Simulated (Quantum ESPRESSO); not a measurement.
# MnO (Manganosite): which magnetic order is lowest, part 2 of 2

Aim: find out which collinear order of MnO (Manganosite) costs least.

Quantum ESPRESSO 7.5; LDA with U = 4 eV on Mn d (ortho-atomic projectors); plane waves with GBRV 1.5 LDA potentials, no spin-orbit coupling.

So far: The structure; Run 1, typed as ferro +.

**3. Run 2, typed as antiferro q=(0,1/2,1/2) +−**

The cell is doubled to 4 atoms to hold this order. The wavevector q is in fractions of the reciprocal vectors of the crystal's primitive cell, as the cells of these inputs are built from it; moments change sign between cells as cos(2π q·R).

Input file pw.in:

```
&CONTROL
  calculation = 'scf'
  prefix = 'pwscf'
  outdir = './tmp'
  pseudo_dir = './pseudo'
  disk_io = 'nowf'
/
&SYSTEM
  ibrav = 0
  nat = 4
  ntyp = 3
  ecutwfc = 40
  ecutrho = 280
  nbnd = 30
  occupations = 'smearing'
  smearing = 'fd'
  degauss = 0.00367493
  nspin = 2
  starting_magnetization(1) = 0.3
  starting_magnetization(2) = -0.3
  starting_magnetization(3) = 0
/
&ELECTRONS
  conv_thr = 8d-09
  electron_maxstep = 150
  mixing_beta = 0.3
/
ATOMIC_SPECIES
Mn1    54.9380 mn_lda_v1.5.uspp.F.UPF
Mn2    54.9380 mn_lda_v1.5.uspp.F.UPF
O      15.9990 o_lda_v1.2.uspp.F.UPF
CELL_PARAMETERS angstrom
   0.0000000000    2.2230000000    2.2230000000
   4.4460000000    0.0000000000    4.4460000000
   4.4460000000    2.2230000000    2.2230000000
ATOMIC_POSITIONS crystal
Mn1     0.0000000000    0.0000000000    0.0000000000
Mn2     0.0000000000    0.5000000000    0.0000000000
O       0.5000000000    0.0000000000    0.5000000000
O       0.5000000000    0.5000000000    0.5000000000
K_POINTS automatic
8 4 8 0 0 0
HUBBARD {ortho-atomic}
U Mn1-3d 4.0000
U Mn2-3d 4.0000
```

Launch:

```console
> OMP_NUM_THREADS=1 mpirun -n 4 pw.x -nk 4 -in pw.in > pw.out
```

Output:

```text
[banner, memory and clock lines left out]
Program PWSCF v.7.5 starts

     Message from routine setup:
     using ibrav=0 with symmetry is DISCOURAGED, use correct ibrav instead

     bravais-lattice index     =            0
     lattice parameter (alat)  =       5.9409  a.u.
     unit-cell volume          =     296.5343 (a.u.)^3
     number of atoms/cell      =            4
     number of atomic types    =            3
     number of electrons       =        42.00
     number of Kohn-Sham states=           30
     kinetic-energy cutoff     =      40.0000  Ry
     charge density cutoff     =     280.0000  Ry
     scf convergence threshold =      8.0E-09
     mixing beta               =       0.3000
     number of iterations used =            8  plain     mixing
     Exchange-correlation= SLA  PZ   NOGX NOGC
                           (   1   1   0   0   0   0   0)
     Hubbard projectors: ortho-atomic
     Hubbard parameters of DFT+U (Dudarev formulation) in eV:
     U(Mn1-3d) =  4.0000
     U(Mn2-3d) =  4.0000

     Internal variables: lda_plus_u =T, lda_plus_u_kind = 0

     Internal variables: orbital_resolved =F, hub_pot_fix =F, apply_U = F

     celldm(1)=   5.940915  celldm(2)=   0.000000  celldm(3)=   0.000000
     celldm(4)=   0.000000  celldm(5)=   0.000000  celldm(6)=   0.000000

     crystal axes: (cart. coord. in units of alat)
               a(1) = (   0.000000   0.707107   0.707107 )
               a(2) = (   1.414214   0.000000   1.414214 )
               a(3) = (   1.414214   0.707107   0.707107 )

     reciprocal axes: (cart. coord. in units 2 pi/alat)
               b(1) = ( -0.707107  0.707107  0.707107 )
               b(2) = ( -0.000000 -0.707107  0.707107 )
               b(3) = (  0.707107  0.707107 -0.707107 )

     PseudoPot. # 1 for Mn read from file:
     mn_lda_v1.5.uspp.F.UPF
     Pseudo is Ultrasoft + core correction, Zval = 15.0

     PseudoPot. # 2 for Mn read from file:
     mn_lda_v1.5.uspp.F.UPF
     Pseudo is Ultrasoft + core correction, Zval = 15.0

     PseudoPot. # 3 for O  read from file:
     o_lda_v1.2.uspp.F.UPF
     Pseudo is Ultrasoft + core correction, Zval =  6.0

     atomic species   valence    mass     pseudopotential
     Mn1              15.00    54.93800     Mn( 1.00)
     Mn2              15.00    54.93800     Mn( 1.00)
     O                 6.00    15.99900     O ( 1.00)

     Starting magnetic structure
     atomic species   magnetization
     Mn1             0.300
     Mn2            -0.300
     O               0.000

     16 Sym. Ops., with inversion, found

   Cartesian axes

     site n.     atom                  positions (alat units)
         1        Mn1    tau(   1) = (   0.0000000   0.0000000   0.0000000  )
         2        Mn2    tau(   2) = (   0.7071068   0.0000000   0.7071068  )
         3        O      tau(   3) = (   0.7071068   0.7071068   0.7071068  )
         4        O      tau(   4) = (   1.4142136   0.7071068   1.4142136  )

     number of k points=    39  Fermi-Dirac smearing, width (Ry)=  0.0037
                       cart. coord. in units 2pi/alat
        k(    1) = (   0.0000000   0.0000000   0.0000000), wk =   0.0039062
        k(    2) = (   0.0883883   0.0883883  -0.0883883), wk =   0.0312500
        k(    3) = (   0.1767767   0.1767767  -0.1767767), wk =   0.0312500
        k(    4) = (   0.2651650   0.2651650  -0.2651650), wk =   0.0312500
        k(    5) = (  -0.3535534  -0.3535534   0.3535534), wk =   0.0078125
        [... 34 further k-points ...]

     Dense  grid:    23493 G-vectors     FFT dimensions: (  32,  64,  60)

     Smooth grid:    10133 G-vectors     FFT dimensions: (  24,  48,  45)

     Check: negative core charge=   -0.000054
     Generating pointlists ...
     new r_m :   0.2917 (alat units)  1.7329 (a.u.) for type    1
     new r_m :   0.2917 (alat units)  1.7329 (a.u.) for type    2
     new r_m :   0.2917 (alat units)  1.7329 (a.u.) for type    3

     Initial potential from superposition of free atoms

     starting charge      40.9999, renormalised to      42.0000

     STARTING HUBBARD OCCUPATIONS:

     =================== HUBBARD OCCUPATIONS ===================
     ------------------------ ATOM    1 ------------------------
     Tr[ns(  1)] (up, down, total) =   5.00000  0.00000  5.00000
     Atomic magnetic moment for atom   1 =   5.00000
     [... lines left out ...]
     ------------------------ ATOM    2 ------------------------
     Tr[ns(  2)] (up, down, total) =   0.00000  5.00000  5.00000
     Atomic magnetic moment for atom   2 =  -5.00000
     [... lines left out ...]
     Number of occupied Hubbard levels =   10.0000

     Atomic wfc used for Hubbard projectors are orthogonalized

     Starting wfcs are   34 randomized atomic wfcs

     Self-consistent Calculation

     iteration #  1     ecut=    40.00 Ry     beta= 0.30
     Davidson diagonalization with overlap
     ethr =  1.00E-02,  avg # of iterations =  2.5

     =================== HUBBARD OCCUPATIONS ===================
     ------------------------ ATOM    1 ------------------------
     Tr[ns(  1)] (up, down, total) =   4.85117  0.15775  5.00892
     Atomic magnetic moment for atom   1 =   4.69342
     [... lines left out ...]
     ------------------------ ATOM    2 ------------------------
     Tr[ns(  2)] (up, down, total) =   0.15775  4.85116  5.00891
     Atomic magnetic moment for atom   2 =  -4.69341
     [... lines left out ...]
     Number of occupied Hubbard levels =   10.0178

     total energy              =    -486.61479356 Ry
     estimated scf accuracy    <       1.15413581 Ry

     total magnetization       =     0.00 Bohr mag/cell
     absolute magnetization    =     9.47 Bohr mag/cell

     iteration #  2     ecut=    40.00 Ry     beta= 0.30
     Davidson diagonalization with overlap
     ethr =  2.75E-03,  avg # of iterations =  2.0

     total energy              =    -486.83593419 Ry
     estimated scf accuracy    <       0.06127270 Ry

     total magnetization       =    -0.00 Bohr mag/cell
     absolute magnetization    =     9.56 Bohr mag/cell

     [... further iterations left out ...]

     iteration # 10     ecut=    40.00 Ry     beta= 0.30
     Davidson diagonalization with overlap
     ethr =  1.77E-10,  avg # of iterations =  2.0

     negative rho (up, down):  3.273E-04 3.273E-04

     total energy              =    -486.84532924 Ry
     estimated scf accuracy    <       0.00000002 Ry

     total magnetization       =     0.00 Bohr mag/cell
     absolute magnetization    =     9.62 Bohr mag/cell

     iteration # 11     ecut=    40.00 Ry     beta= 0.30
     Davidson diagonalization with overlap
     ethr =  4.17E-11,  avg # of iterations =  1.6

     negative rho (up, down):  3.271E-04 3.271E-04

     Magnetic moment per site  (integrated on atomic sphere of radius R)
     atom   1 (R=0.292)  charge= 12.5744  magn=  4.2516
     atom   2 (R=0.292)  charge= 12.5744  magn= -4.2516
     atom   3 (R=0.292)  charge=  5.9465  magn= -0.0698
     atom   4 (R=0.292)  charge=  5.9465  magn=  0.0698

     End of self-consistent calculation

     =================== HUBBARD OCCUPATIONS ===================
     ------------------------ ATOM    1 ------------------------
     Tr[ns(  1)] (up, down, total) =   4.96004  0.26993  5.22996
     Atomic magnetic moment for atom   1 =   4.69011
     [... lines left out ...]
     ------------------------ ATOM    2 ------------------------
     Tr[ns(  2)] (up, down, total) =   0.26993  4.96003  5.22996
     Atomic magnetic moment for atom   2 =  -4.69011
     [... lines left out ...]
     Number of occupied Hubbard levels =   10.4599

     [... lines left out ...]
     the Fermi energy is    12.7606 ev

!    total energy              =    -486.84532925 Ry
     estimated scf accuracy    <          6.2E-09 Ry
     smearing contrib. (-TS)   =      -0.00000244 Ry
     internal energy E=F+TS    =    -486.84532680 Ry

     The total energy is F=E-TS. E is the sum of the following terms:
     one-electron contribution =    -219.28045488 Ry
     hartree contribution      =     131.20488679 Ry
     xc contribution           =     -67.30387989 Ry
     ewald contribution        =    -331.55128498 Ry
     Hubbard energy            =       0.08540616 Ry

     total magnetization       =     0.00 Bohr mag/cell
     absolute magnetization    =     9.62 Bohr mag/cell

     convergence has been achieved in  11 iterations
```

It took 9.7 s on 4 MPI ranks of AMD EPYC 9R45 (Zen 5), shared host; peak memory 0.44 GiB.

Spin moment in the atom's sphere by atom:

```
atom  spin moment in the atom's sphere (μB)
 Mn1                                   4.25
 Mn2                                  -4.25
  O3                                  -0.07
  O4                                   0.07
```

This step gave:

```yaml
smearing_term_ts: 3.32e-5 eV
magnetization: 0 μB
absolute_magnetization: 9.625 μB
final_state: antiferromagnetic
```

Spin density in the ac plane of the conventional cell at fractional y = 0.000, with atoms of Mn and O within 0.2 Å of it.

Ten even steps from '_' (-7.2 e/Å³) to '@' (7.2 e/Å³), each cell a mean:
```
@@**++++++==========++++++%%
**++++++++==========++++++++
++++++++============++++++++
++++++================++++++
++++++==================++++
++++++======--::--======++++
++++++====--____::======++++
++++++======..__--======++++
++++++========--========++++
++++++================++++++
++++++++============++++++++
++++++++++==========++++++++
##**++++++==========++++++**
@@##++++++==========++++**@@
```
Columns run along a (4.4 Å), rows up along c (4.4 Å), edges of the conventional cell, whose origin can differ from the input's. Atoms in or near the plane, at fractional coordinates: Mn at (0.00, 0.00), Mn at (0.50, 0.50), O at (0.50, 0.00), O at (0.00, 0.50).

Valence density in the ac plane of the conventional cell at fractional y = 0.000, with atoms of Mn and O within 0.2 Å of it. It is the smooth field of the valence electrons, not physical close to the nuclei.

Ten even steps from '0' (0 e/Å³) to '9' (18 e/Å³), each cell a mean:
```
95000123100028
31000011000002
00000000000000
00000000000000
00000000000000
21000157300001
32000397700013
31000289500012
10000023100001
00000000000000
00000000000000
00000000000000
73000012100015
77000133200039
```
Columns run along a (4.4 Å), rows up along c (4.4 Å), edges of the conventional cell, whose origin can differ from the input's. Atoms in or near the plane, at fractional coordinates: Mn at (0.00, 0.00), Mn at (0.50, 0.50), O at (0.50, 0.00), O at (0.00, 0.50).

**4. Start 3: antiferro q=(0,0,1/2) +−**

This order needs a doubled cell of 4 atoms.

Edit pw.in of step 3 so:

```diff
@@ -33,11 +33,11 @@
    0.0000000000    2.2230000000    2.2230000000
-   4.4460000000    0.0000000000    4.4460000000
-   4.4460000000    2.2230000000    2.2230000000
+   2.2230000000    0.0000000000    2.2230000000
+   4.4460000000    4.4460000000    0.0000000000
 ATOMIC_POSITIONS crystal
 Mn1     0.0000000000    0.0000000000    0.0000000000
-Mn2     0.0000000000    0.5000000000    0.0000000000
-O       0.5000000000    0.0000000000    0.5000000000
-O       0.5000000000    0.5000000000    0.5000000000
+Mn2     0.0000000000    0.0000000000    0.5000000000
+O       0.5000000000    0.5000000000    0.2500000000
+O       0.5000000000    0.5000000000    0.7500000000
 K_POINTS automatic
-8 4 8 0 0 0
+8 8 4 0 0 0
 HUBBARD {ortho-atomic}
```

Output:

```text
     [... lines left out ...]
Program PWSCF v.7.5 starts
     [... lines left out ...]
     number of atoms/cell      =            4
     [... lines left out ...]
     number of electrons       =        42.00
     number of Kohn-Sham states=           30
     kinetic-energy cutoff     =      40.0000  Ry
     charge density cutoff     =     280.0000  Ry
     scf convergence threshold =      8.0E-09
     [... lines left out ...]
     12 Sym. Ops., with inversion, found
     [... lines left out ...]
     number of k points=    35  Fermi-Dirac smearing, width (Ry)=  0.0037
     [... lines left out ...]
     iteration # 10     ecut=    40.00 Ry     beta= 0.30
     [... lines left out ...]
     Magnetic moment per site  (integrated on atomic sphere of radius R)
     atom   1 (R=0.292)  charge= 12.5819  magn=  4.2201
     atom   2 (R=0.292)  charge= 12.5819  magn= -4.2201
     atom   3 (R=0.292)  charge=  5.9430  magn=  0.0000
     atom   4 (R=0.292)  charge=  5.9430  magn=  0.0000
     [... lines left out ...]
     Tr[ns(  1)] (up, down, total) =   4.95850  0.29033  5.24883
     [... lines left out ...]
     Tr[ns(  2)] (up, down, total) =   0.29033  4.95850  5.24883
     [... lines left out ...]
     the Fermi energy is    12.2619 ev
!    total energy              =    -486.84988966 Ry
     estimated scf accuracy    <          1.3E-09 Ry
     smearing contrib. (-TS)   =      -0.00000000 Ry
     [... lines left out ...]
     total magnetization       =    -0.00 Bohr mag/cell
     absolute magnetization    =     9.39 Bohr mag/cell
     convergence has been achieved in  10 iterations
```

Elapsed: 6.1 s, on 4 MPI ranks; peak memory 0.42 GiB.

Spin moment in the atom's sphere by atom:

| atom | spin moment in the atom's sphere (μB) |
| --- | --- |
| Mn1 | 4.22 |
| Mn2 | -4.22 |
| O3 | 0.00 |
| O4 | 0.00 |

This step gave:

| Quantity | Value |
| --- | --- |
| smearing term TS | 1.56e-9 eV |
| magnetization | 0 μB |
| absolute magnetization | 9.393 μB |
| final state | antiferromagnetic |

**5. Ranking**

An order is kept where moments of 0.15 μB or more survive with the typed signs; meshes match where a doubled cell samples the same k points as the first cell.

Orders:

```csv
start,final state,typed order kept,energy over the lowest (meV a seeded atom),largest site moment (μB),net moment (μB a cell of the first run),mesh matched,CPU time (s)
ferro +,ferromagnetic,yes,73.83,4.265,5,yes,9.03
"antiferro q=(0,1/2,1/2) +-",antiferromagnetic,yes,31.02,4.252,0,yes,37.44
"antiferro q=(0,0,1/2) +-",antiferromagnetic,yes,0,4.22,0,yes,23.24
```

**6. A Heisenberg model**

E = −Σ J e·e over ordered pairs of unit vectors, so each pair counts twice. As many shells are taken as there are differences of energy, so the couplings are solved for and no residual tests the model; further shells are folded in, and shells whose pairs keep their relative signs in all orders cancel and are not probed. Couplings from the energies:

| pair | distance (Å) | neighbours an atom | J (meV) |
| --- | --- | --- | --- |
| Mn-Mn | 3.144 | 12 | -2.675 |
| Mn-Mn | 4.446 | 6 | -3.477 |

**7. Occupations of the corrected shells in the lowest state**

Occupations of the Hubbard shells:

```
block  type  shell  spin  electrons             occupation numbers
    1   Mn1     3d    up      4.958  0.991 0.991 0.992 0.992 0.992
    1   Mn1     3d  down     0.2903  0.029 0.030 0.030 0.101 0.101
    2   Mn2     3d    up     0.2903  0.029 0.030 0.030 0.101 0.101
    2   Mn2     3d  down      4.958  0.991 0.991 0.992 0.992 0.992
```

**8. Summary of results**

* lowest state found: antiferromagnetic (from antiferro q=(0,0,1/2) +-)
* largest site moment: 4.22 μB
* next state with moments: antiferromagnetic, 31.0 meV a seeded atom higher
* J of the weightiest shell (Mn-Mn, 3.14 Å; E = −Σ J e·e, ordered pairs): -2.68 meV

**Reading.** The largest moment changes by 1.0 % between the kept orders, as for well localised moments. This is the lowest of 3 collinear or spinless starts, no proof of the ground state.

[Logs and program files are shortened in this print: banners, set-up blocks, solver, clock and traceback lines can be left out without a mark of their own.]

[Logs are printed without paths, hosts, clocks, repeated set-up lines and the standing remarks that a program may print on its own settings, such as how far it seeks lower states.]

[Hosts, paths, dates, database ids (printed as entryN), source tags and the programs' standing remarks are cut or masked in the printed files.]

[Where a cell is said to come from a database of computed structures, the database is the Materials Project.]
